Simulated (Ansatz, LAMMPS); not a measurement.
**Electronic structure of ionic liquid triethylsulfonium TFSI- with water at 300 K (120 atoms)**

Wanted: forces, charges and levels of ionic liquid triethylsulfonium TFSI- with water at 300 K (120 atoms).

Calculated with Ansatz 0.2.0; Kohn-Sham DFT, PBE+D4, PAW (set soft_2), plane waves.

## 1. Starting point

The cell holds 120 atoms: 24 C, 9 S, 51 H, 3 N, 15 O and 18 F. Its edges and angles: a = 11.062 Å, b = 11.062 Å, c = 11.062 Å, α = 90.0°, β = 90.0°, γ = 90.0°. 3 triethylsulfonium, 3 TFSI-, 3 H2O placed at random, at 1.54 g/cm³; overlaps pushed apart, then 10 ps at 700 K with MMFF94 bonds, angles, torsions, charges and radii (Halgren, J. Comput. Chem. 17, 490 (1996)) in harmonic and 12-6 forms; SPC/E water (Berendsen, Grigera and Straatsma, J. Phys. Chem. 91, 6269 (1987)); charges of ions scaled by 0.8. Snapshot after 30 ps at 300 K and fixed volume.

What the set-up can't give: The network of contacts between molecules at the start is that of the classical potential that made the cell, and needn't be the one that DFT or experiment would give. The density was typed from a rule of thumb and may lie off the real one at this temperature. Only the Γ point is sampled, in a cell whose shortest periodic width is 11 Å.

## 2. The classical run that made the cell

A classical potential makes the cell, at a small fraction of what the same run would cost in DFT.

This step: classical MD, MMFF94 bonds, angles, torsions, charges and radii (Halgren, J. Comput. Chem. 17, 490 (1996)) in harmonic and 12-6 forms; SPC/E water (Berendsen, Grigera and Straatsma, J. Phys. Chem. 91, 6269 (1987)); charges of ions scaled by 0.8 (LAMMPS 22 Jul 2025 - Update 4).

File in.lmp:

```
# ionic liquid triethylsulfonium TFSI- with water
units real
atom_style full
boundary p p p
bond_style harmonic
angle_style harmonic
dihedral_style opls
improper_style harmonic
special_bonds lj 0 0 0.5 coul 0 0 0.75
read_data data.lmp
neigh_modify delay 0 every 1 check yes one 4000
comm_modify cutoff 12.0
timestep 0.5
thermo_style custom step time temp pe press density
thermo_modify norm yes
# push overlapping molecules apart
pair_style soft 2.6
pair_coeff * * 0.0
variable a equal ramp(1,60)
fix ad all adapt 1 pair soft a * * v_a
velocity all create 700 449863 mom yes dist gaussian
fix lim all nve/limit 0.03
fix lan all langevin 700 700 50 449864 zero yes
thermo 1000
run 3000 post no
unfix ad
pair_style lj/cut/coul/long 9.0
pair_modify mix arithmetic tail yes
pair_coeff 1 1 0.0678 3.3680   # C
pair_coeff 2 2 0.2681 3.6400   # S
pair_coeff 3 3 0.0216 2.5400   # H
pair_coeff 4 4 0.0721 3.5530   # N
pair_coeff 5 5 0.2681 3.4180   # S
pair_coeff 6 6 0.0763 3.0960   # O
# [... 22 lines left out ...]
compute msd all msd com yes
thermo 7500
fix md all nvt temp 300 300 100
run 30000 post no
print "== T300: mean square displacement over the hold $(c_msd[4]:%.2f) A^2"
unfix md
uncompute msd
write_dump all custom T300.dump id type xs ys zs modify sort id
```

The run is started by

```sh
$ lmp -in in.lmp -log none -nocite
```

Numbers of over 12 decimals in the logs are rounded to 6 here.

Output:

```text
LAMMPS (22 Jul 2025 - Update 4)
Reading data file ...
  orthogonal box = (0 0 0) to (11.06223 11.06223 11.06223)
  120 atoms
  orthogonal box = (0 0 0) to (11.06223 11.06223 11.06223)
  111 bonds
  195 angles
  207 dihedrals
WARNING: Bond/angle/dihedral extent > half of periodic box length
   Step          Time           Temp          PotEng         Press         Density
         0   0              700            0.84386666    -8726.3538      1.5359991
      1000   500            583.15576      2.6246431      28973.577      1.5359991
      2000   1000           675.7894       2.701164       26832.409      1.5359991
      3000   1500           678.34126      2.6965223      49995.952      1.5359991
WARNING: Bond/angle/dihedral extent > half of periodic box length
Loop time of 0.290985 s on 1 MPI rank(s) for 3000 steps with 120 atoms
PPPM initialization ...
  G vector (1/distance) = 0.28764449
  grid = 6 6 6
[... 31 lines left out ...]
Loop time of 5.10121 s on 1 MPI rank(s) for 10000 steps with 120 atoms
WARNING: Bond/angle/dihedral extent > half of periodic box length
   Step          Time           Temp          PotEng         Press         Density
[... 4 lines left out ...]
WARNING: Bond/angle/dihedral extent > half of periodic box length
Loop time of 2.48984 s on 1 MPI rank(s) for 5000 steps with 120 atoms
WARNING: Bond/angle/dihedral extent > half of periodic box length
   Step          Time           Temp          PotEng         Press         Density
[... 2 lines left out ...]
     30000   29000          293.09234      1.7859027      10267.646      1.5359991
     37500   36500          304.87835      1.7523653      1293.1493      1.5359991
     45000   44000          301.18241      1.8946764      11451.386      1.5359991
     47000   46000          302.75092      1.7883201      747.48907      1.5359991
WARNING: Bond/angle/dihedral extent > half of periodic box length
Loop time of 14.5931 s on 1 MPI rank(s) for 30000 steps with 120 atoms
== T300: mean square displacement over the hold 4.45 A^2
```

Elapsed: 24 s, on 1 thread of Arm Neoverse V1, shared host; peak memory 0.13 GiB.

The input also reads data.lmp (atoms, bonds and types; not printed here).

## 3. Plane-wave single point

One self-consistent run at the given positions yields energy and forces.

File input.yaml:

```yaml
crystal:
  lattice:
    - [11.06223, 0.0, 0.0]
    - [0.0, 11.06223, 0.0]
    - [0.0, 0.0, 11.06223]
  atoms:
    - { symbol: C, position: [0.86684, 0.78168, 0.58054] }
    - { symbol: C, position: [0.94186, 0.72128, 0.48954] }
    - { symbol: S, position: [0.83773, 0.65918, 0.3784] }
    - { symbol: C, position: [0.87791, 0.77498, 0.26311] }
    - { symbol: C, position: [0.80976, 0.89357, 0.2794] }
    - { symbol: C, position: [0.93078, 0.54378, 0.31154] }
    - { symbol: C, position: [0.92609, 0.42811, 0.38093] }
    - { symbol: H, position: [0.9264, 0.81633, 0.65357] }
    - { symbol: H, position: [0.80719, 0.85342, 0.54418] }
    - { symbol: H, position: [0.80858, 0.71196, 0.62145] }
    - { symbol: H, position: [0.00205, 0.78371, 0.443] }
    - { symbol: H, position: [0.9986, 0.65229, 0.53204] }
    - { symbol: H, position: [0.97706, 0.7782, 0.25439] }
    - { symbol: H, position: [0.84789, 0.73864, 0.17936] }
    - { symbol: H, position: [0.70572, 0.8903, 0.27113] }
    - { symbol: H, position: [0.84288, 0.95452, 0.21474] }
    - { symbol: H, position: [0.83302, 0.94608, 0.36011] }
    - { symbol: H, position: [0.90291, 0.52593, 0.21918] }
    - { symbol: H, position: [0.02102, 0.58124, 0.31146] }
    - { symbol: H, position: [0.83573, 0.39231, 0.37694] }
    - { symbol: H, position: [0.96326, 0.43012, 0.47163] }
    - { symbol: H, position: [0.97571, 0.35994, 0.33539] }
    - { symbol: C, position: [0.28303, 0.82577, 0.16772] }
    - { symbol: C, position: [0.35342, 0.80557, 0.04827] }
    - { symbol: S, position: [0.51751, 0.80947, 0.08619] }
    - { symbol: C, position: [0.55627, 0.94937, 0.01124] }
    - { symbol: C, position: [0.48819, 0.04366, 0.08278] }
    - { symbol: C, position: [0.54666, 0.70629, 0.96472] }
    - { symbol: C, position: [0.68459, 0.68942, 0.9464] }
    - { symbol: H, position: [0.2968, 0.76053, 0.2388] }
    - { symbol: H, position: [0.18773, 0.81812, 0.14671] }
    - { symbol: H, position: [0.30405, 0.91672, 0.20788] }
    - { symbol: H, position: [0.32414, 0.86472, 0.982] }
    - { symbol: H, position: [0.33647, 0.71734, 0.00709] }
    - { symbol: H, position: [0.53014, 0.94226, 0.91498] }
    - { symbol: H, position: [0.6495, 0.95797, 0.01363] }
    - { symbol: H, position: [0.38968, 0.03773, 0.0641] }
    - { symbol: H, position: [0.49986, 0.03649, 0.17909] }
    - { symbol: H, position: [0.53334, 0.12836, 0.05418] }
    - { symbol: H, position: [0.51441, 0.61647, 0.97719] }
    - { symbol: H, position: [0.49855, 0.73516, 0.8811] }
    - { symbol: H, position: [0.71628, 0.63855, 0.0229] }
    - { symbol: H, position: [0.7356, 0.7717, 0.93563] }
    - { symbol: H, position: [0.69753, 0.63362, 0.86159] }
    - { symbol: C, position: [0.2508, 0.67074, 0.49434] }
    - { symbol: C, position: [0.38226, 0.66539, 0.54941] }
    - { symbol: S, position: [0.45539, 0.53073, 0.48871] }
    - { symbol: C, position: [0.60458, 0.55055, 0.56521] }
    - { symbol: C, position: [0.60998, 0.48791, 0.68432] }
    - { symbol: C, position: [0.50207, 0.60385, 0.34911] }
    - { symbol: C, position: [0.5649, 0.51021, 0.27268] }
    - { symbol: H, position: [0.25887, 0.67568, 0.39364] }
    - { symbol: H, position: [0.20082, 0.58302, 0.50705] }
    - { symbol: H, position: [0.20001, 0.75037, 0.51919] }
    - { symbol: H, position: [0.43247, 0.74674, 0.52247] }
    - { symbol: H, position: [0.3746, 0.66331, 0.64796] }
    - { symbol: H, position: [0.67488, 0.50591, 0.51045] }
    - { symbol: H, position: [0.62295, 0.65074, 0.57276] }
    - { symbol: H, position: [0.53928, 0.50622, 0.74845] }
    - { symbol: H, position: [0.59763, 0.39024, 0.66673] }
    - { symbol: H, position: [0.69726, 0.50178, 0.72973] }
    - { symbol: H, position: [0.42693, 0.64156, 0.29851] }
    - { symbol: H, position: [0.56143, 0.67302, 0.3722] }
    - { symbol: H, position: [0.60948, 0.55122, 0.19448] }
    - { symbol: H, position: [0.50979, 0.42619, 0.25852] }
    - { symbol: H, position: [0.6471, 0.47225, 0.31636] }
    - { symbol: "N", position: [0.06039, 0.42766, 0.9151] }
    - { symbol: S, position: [0.17179, 0.43742, 0.00194] }
    - { symbol: O, position: [0.16274, 0.36155, 0.11077] }
    - { symbol: O, position: [0.20426, 0.56034, 0.03458] }
    - { symbol: C, position: [0.29063, 0.35942, 0.91325] }
    - { symbol: F, position: [0.32956, 0.26626, 0.98169] }
    - { symbol: F, position: [0.3913, 0.42975, 0.88926] }
    - { symbol: F, position: [0.25252, 0.31322, 0.80625] }
    - { symbol: S, position: [0.07743, 0.51932, 0.80727] }
    - { symbol: O, position: [0.1986, 0.55478, 0.77252] }
    - { symbol: O, position: [0.99095, 0.50999, 0.7094] }
    - { symbol: C, position: [0.02339, 0.65485, 0.86992] }
    [... 36 atom lines left out ...]
    - { symbol: O, position: [0.19073, 0.16688, 0.21709] }
    - { symbol: H, position: [0.16498, 0.24232, 0.17445] }
    - { symbol: H, position: [0.26659, 0.18294, 0.26356] }
    - { symbol: O, position: [0.06443, 0.99971, 0.06975] }
    - { symbol: H, position: [0.10681, 0.06033, 0.12172] }
    - { symbol: H, position: [0.02906, 0.04129, 0.9977] }
kpoints:
  mp_grid: { grid: [1, 1, 1] }
hamiltonian:
  xc: pbe
  dispersion: d4
scf:
  occupations: { method: fixed }
output:
  forces: true
  stress: true
  populations: true
  dos:
    method: { smearing: { sigma: 0.1 } }
    de: 0.1
    projected: { site_lists: { C: [C], F: [F], H: [H], "N": ["N"], O: [O] } }
  eigenvalues: true
  write_density: true
  write_potential: true
  volumetric_format: npy
```

The run is started by

```sh
$ ansatz run input.yaml --threads 8 --pin off --max-ram 15872MiB --backend cpu --events-out ev --progress --plain --runs-dir out
```

Output:

```text
Engine: ansatz 0.2.0, aarch64-unknown-linux-gnu
Pseudopotentials: kind: paw
Pseudopotential: C, paw, valence charge 4, recommended cutoff 420 eV (normal), C.paw.azcp
Pseudopotential: S, paw, valence charge 6, recommended cutoff 420 eV (normal), S.paw.azcp
Pseudopotential: H, paw, valence charge 1, recommended cutoff 420 eV (normal), H.paw.azcp
Pseudopotential: N, paw, valence charge 5, recommended cutoff 420 eV (normal), N.paw.azcp
Pseudopotential: O, paw, valence charge 6, recommended cutoff 420 eV (normal), O.paw.azcp
Pseudopotential: F, paw, valence charge 7, recommended cutoff 420 eV (normal), F.paw.azcp
[... 5 lines on functional and potentials left out ...]
Crystal: 120 atoms, lattice volume = 1353.718 Å³
Basis set: ecut = 420 eV, 26529 PW (Γ), exchange–correlation on 150×150×150 points (8 copies of the dense FFT grid, shifted against one another)
Bands: 336, of which v1, the nominal top of the filled ones, is band 216 counted from 1 (215 counted from 0)
Symmetry: 1 space group operations
Space group: P1 (ITA 1), of the structure as read, at distance tolerance 1.1e-4 Å
k-points: 1
[... 13 lines on functional and potentials left out ...]
Initial density: superposition of atomic densities (neutral atoms: chi_scale 0, normalization atom), corrected by the library's trained network
Initial wavefunctions: pseudopotential atomic-orbital guess
Functional: x = pbe(κ = 0.804, μ = 0.219515), c = pbe(β = 0.066725)
SCF iter   1: F=—  HF=-39151.280806 eV  |F-HF|=—  |Δ(HF+E_count)|=         —  Δρ=6.32e-3  dr2=1.03e0  ethr=1.77e-3  ⟨swp⟩=4.0  Hψ=1249  notcnv=0  defer=116
preconditioner: auto → Resta (q_TF=auto, 2.255 Å⁻¹)  ε∞=2.7  [insulator: Δε(μ)=3.667 eV  Ē_g=15.431 eV  n_scr=250 (ndim 8)  ℏωp=20.1 eV  f_vac=0.250  ε∞_Penn≈2.7]
SCF iter   2: F=—  HF=-39150.979234 eV  |F-HF|=—  |Δ(HF+E_count)|=   3.02e-1  Δρ=3.11e-3  dr2=2.06e-1  ethr=2.37e-4  ⟨swp⟩=2.0  Hψ=434  notcnv=0  defer=118
SCF iter   3: F=—  HF=-39150.942117 eV  |F-HF|=—  |Δ(HF+E_count)|=   3.71e-2  Δρ=1.51e-3  dr2=5.44e-2  ethr=4.76e-5  ⟨swp⟩=3.0  Hψ=410  notcnv=0  defer=118
SCF iter   4: F=—  HF=-39150.927663 eV  |F-HF|=—  |Δ(HF+E_count)|=   1.45e-2  Δρ=6.06e-4  dr2=8.21e-3  ethr=1.26e-5  ⟨swp⟩=2.0  Hψ=418  notcnv=0  defer=118
SCF iter   5: F=—  HF=-39150.925653 eV  |F-HF|=—  |Δ(HF+E_count)|=   2.01e-3  Δρ=3.98e-4  dr2=2.25e-3  ethr=1.90e-6  ⟨swp⟩=2.0  Hψ=421  notcnv=0  defer=118
SCF iter   6: F=—  HF=-39150.925192 eV  |F-HF|=—  |Δ(HF+E_count)|=   4.62e-4  Δρ=1.48e-4  dr2=3.11e-4  ethr=5.21e-7  ⟨swp⟩=2.0  Hψ=420  notcnv=0  defer=115
SCF iter   7: F=—  HF=-39150.925166 eV  |F-HF|=—  |Δ(HF+E_count)|=   2.60e-5  Δρ=4.86e-5  dr2=3.46e-5  ethr=7.19e-8  ⟨swp⟩=2.0  Hψ=418  notcnv=0  defer=114
SCF iter   8: F=—  HF=-39150.923421 eV  |F-HF|=—  |Δ(HF+E_count)|=   1.74e-3  Δρ=2.67e-5  dr2=8.63e-6  ethr=8.01e-9  ⟨swp⟩=2.0  Hψ=420  notcnv=0  defer=114
SCF iter   9: F=—  HF=-39150.923421 eV  |F-HF|=—  |Δ(HF+E_count)|=   2.98e-7  Δρ=9.01e-6  dr2=1.02e-6  ethr=2.00e-9  ⟨swp⟩=2.0  Hψ=418  notcnv=0  defer=114
SCF iter  10: F=—  HF=-39150.923421 eV  |F-HF|=—  |Δ(HF+E_count)|=   1.20e-7  Δρ=2.78e-6  dr2=1.12e-7  ethr=2.35e-10  ⟨swp⟩=2.0  Hψ=416  notcnv=0  defer=114
SCF iter  11: F=-39150.923421 eV  HF=-39150.923421 eV  |F-HF|=1.72e-8  |Δ(HF+E_count)|=   3.93e-8  Δρ=1.58e-6  dr2=3.15e-8  ethr=2.31e-11  ⟨swp⟩=22.0  Hψ=3113  notcnv=0
SCF 1 converged in 11 iterations: F = -39150.923421 eV  dr2 = 3.15e-8
  greatest PAW one-centre occupation: 0.937 electrons in one spin orbital (limit 2), on the F atom at site 87 (counted from 0), in its partial waves of l = 0
WARN: The input density's exchange-correlation potential varies sharply where the density is thin. Do not read a vacuum level from v_tot or v_xc, or from such a field of the output density. On a cell that repeats whose density bears no net charge and no dipole along the vacuum's axis use v_es (v_loc + v_h of the components); [...]
SCF converged after 11 iterations
Free energy (F): -39150.923421 eV
Harris-Foulkes:  -39150.923421 eV  (|F-HF|=1.72e-8)
Internal energy: -39150.923421 eV  (E = F + TS)
E sigma→0 (E₀):  -39150.923421 eV
Fermi energy:    0.658869 eV
--- Per-component energies (eV) ---
  E_band       = -3602.391787
  E_kinetic    = 10651.394813
  E_local      = -41283.198163  (includes V_loc(G=0)·N_el)
  E_nonlocal   = 3154.092901
  E_hartree    = 16094.085357
  E_xc         = -5203.179757
  E_vxc        = -6282.092964  (∫ρ·V_xc dr)
  E_paw        = -14180.747036  (= ΣΔE_a)
  E_vpaw       = -2030.760578  (= ΣTr[D̂ρ^β])
  E_aug_tail   = 0.005205  (compensation charges beyond the density's cutoff)
  E_ewald      = -8375.970629
  E_disp       = -7.406113  (pairwise vdW)
  E_smearing   = -0.000000  (= −TS)
  E_closure    = -0.000000  (closes the sum)
  Σ components = -39150.923421   (vs F -39150.923421, Δ=0.00e0)
--- Forces (eV/Å), atoms counted from 1 ---
  atom   1  C     -0.82000186     0.58580942     1.46906468
  atom   2  C      0.54638845    -0.21548634    -0.02649699
  atom   3  S      1.47656537     0.82328699    -1.22451397
  atom   4  C     -1.09878883     0.58289218     0.17043541
  atom   5  C     -1.13424360    -0.21865701     1.17821621
  atom   6  C      0.40919344    -0.58263268     0.22311843
  atom   7  C     -0.20994186    -0.02567138     0.59955797
  atom   8  H     -0.52831933     0.18704020    -0.39361123
  atom   9  H      0.41143179    -0.08927379     0.20454865
  atom  10  H      0.02541893     0.29092931     0.23367827
  atom  11  H      0.04575271     0.19635148    -0.38141797
  atom  12  H     -0.31142484    -0.50454568    -0.13489691
  atom  13  H     -0.18783847     0.34589645     0.50274980
  atom  14  H     -0.46129422    -0.80737710    -1.04141467
[...]
atom 119  H     -0.40712778    -0.40557118    -0.87072836
  atom 120  H      0.69170433    -0.15001890     1.18441026
  max |Σ_I F_I| component: 5.52e-5 eV/Å
--- Stress (GPa, compression-positive) ---
        1.375531      -0.824293      -1.298249
       -0.824293       1.590382       0.334795
       -1.298249       0.334795       2.182917
  P = ⅓ Tr σ = 1.7163 GPa (17.163 kbar)
--- Band table (eV) ---
  k-point 0: bands = ["-27.2103", "-26.8682", "-26.6558", "-26.4375", [... 320 levels ...], "11.0866", "11.1514", "11.1809", "11.2979", "11.3572", "11.3879", "11.4125", "11.4844", "11.5505", "11.5653", "11.6186", "11.6815"]
--- Löwdin populations: 120 sites ---
  site symbol       q [e]
     0      C      4.4316
     1      C      4.3337
     2      S      5.2570
[...]
119      H      0.6127
  spilling = 0.015150 (of n_electrons = 432.000000)
```

Run time: 12 s. Hardware: 8 threads of Arm Neoverse V1, shared host; peak memory 1.7 GiB.

The program notes that the exchange-correlation potential is rough where the density is thin.

The run gave:

```
free energy                                      : -39150.9234 eV
free energy per atom                             : -326.2577 eV/atom
SCF cycles                                       : 11
pressure                                         : 1.716 GPa
r.m.s. force component                           : 0.902 eV/Å
longest force                                    : 4.031 eV/Å
Fermi energy                                     : 0.6589 eV
gap (highest filled to lowest empty level) : 2.75 eV
spilling of the projection                       : 0.01515
```

Neighbours are counted within 1.34 Å (H-C), 1.21 Å (H-O), 1.85 Å (C-C), 1.62 Å (C-F), 2.21 Å (C-S), 1.88 Å (O-S), 2.02 Å (S-N).

Length of the force by element and coordination:

```csv
element,coordination,atoms,mean length of the force (eV/Å),spread,least,most
C,all,24,1.98,1.06,0.588,4.03
F,all,18,1.03,0.526,0.356,2.38
H,all,51,0.927,0.523,0.256,2.59
N,all,3,1.60,0.678,0.856,2.50
O,all,15,1.07,0.532,0.313,2.44
O,1,12,1.20,0.503,0.553,2.44
O,2,3,0.529,0.202,0.313,0.798
S,all,9,2.48,0.692,1.74,3.94
S,3,3,2.17,0.328,1.82,2.61
S,4,6,2.63,0.770,1.74,3.94
```

Löwdin charges by element and coordination (they lack the spilled electrons, 0.055 e an atom on average):

```csv
element,coordination,atoms,mean charge (e),spread,least,most
C,all,24,-0.138,0.451,-0.484,0.654
F,all,18,-0.216,0.0195,-0.246,-0.175
H,all,51,0.233,0.0587,0.157,0.387
N,all,3,-0.850,0.0231,-0.871,-0.818
O,all,15,-0.732,0.0225,-0.771,-0.694
O,1,12,-0.730,0.0209,-0.767,-0.694
O,2,3,-0.744,0.0246,-0.771,-0.711
S,all,9,1.71,0.669,0.743,2.23
S,3,3,0.769,0.0266,0.743,0.806
S,4,6,2.19,0.0344,2.12,2.23
```

Density of states as counts of states in windows of 1 eV (from the Fermi level), total and the larger projections:

```csv
from (eV),to (eV),total,F p,C p,O p,H s,C s
-18,-17,14.9,0.0,0.8,0.1,1.7,1.9
-17,-16,0.0,0.0,0.0,0.0,0.0,0.0
-16,-15,0.4,0.0,0.0,0.0,0.1,0.2
-15,-14,10.7,0.0,0.7,0.0,2.6,6.5
-14,-13,8.5,0.9,0.9,0.1,0.6,2.1
-13,-12,10.3,1.9,1.1,0.1,1.0,3.0
-12,-11,7.2,1.8,0.5,0.2,0.7,1.2
-11,-10,17.0,1.0,3.5,0.1,4.6,5.1
-10,-9,18.5,8.1,3.8,0.6,0.5,0.5
-9,-8,18.8,11.7,3.3,0.9,0.3,0.0
-8,-7,17.6,0.9,7.3,2.3,2.8,0.3
-7,-6,30.4,5.4,8.9,5.8,3.9,0.2
-6,-5,49.6,25.3,7.6,7.6,3.3,0.1
-5,-4,58.4,24.6,15.9,5.2,6.6,0.1
-4,-3,41.2,10.2,12.0,5.4,8.4,0.1
-3,-2,26.3,1.7,2.9,15.9,1.3,0.4
-2,-1,28.2,1.8,0.8,19.1,0.1,0.4
-1,0,9.3,0.2,0.1,8.0,0.0,0.1
0,1,1.3,0.0,0.0,1.2,0.0,0.0
1,2,0.0,0.0,0.0,0.0,0.0,0.0
2,3,2.5,0.0,0.7,0.0,0.2,0.3
3,4,9.5,0.0,2.8,0.0,0.6,1.1
4,5,11.2,0.7,2.0,1.3,1.5,0.8
```

With fixed occupations the program's Fermi level is the highest filled level; weight inside the gap is the broadening of levels at its edges.

Between -26 and -18 eV lie 51 more states.

Not all projections were asked for or kept, so they needn't add up to the total.

The levels nearest the highest filled one (over half full), pooled over k-points and spins:

```csv
level less the highest filled one (eV),occupation
-1.07,2
-0.789,2
-0.756,2
-0.696,2
-0.164,2
0,2
2.75,0
3.03,0
3.19,0
3.23,0
3.45,0
3.77,0
```

[end of part 1 of 2]

[Logs are printed without paths, hosts, clocks, repeated set-up lines and the standing remarks that a program may print on its own settings, such as how far it seeks lower states.]

[Hosts, paths, dates, database ids (printed as entryN), source tags and the programs' standing remarks are cut or masked in the printed files.]

[The MMFF94 radii named for the starting cell were scaled by 0.96; in molecules described by MMFF94, hydrogen bound to N, O or S took a small fixed 12-6 site in their place.]
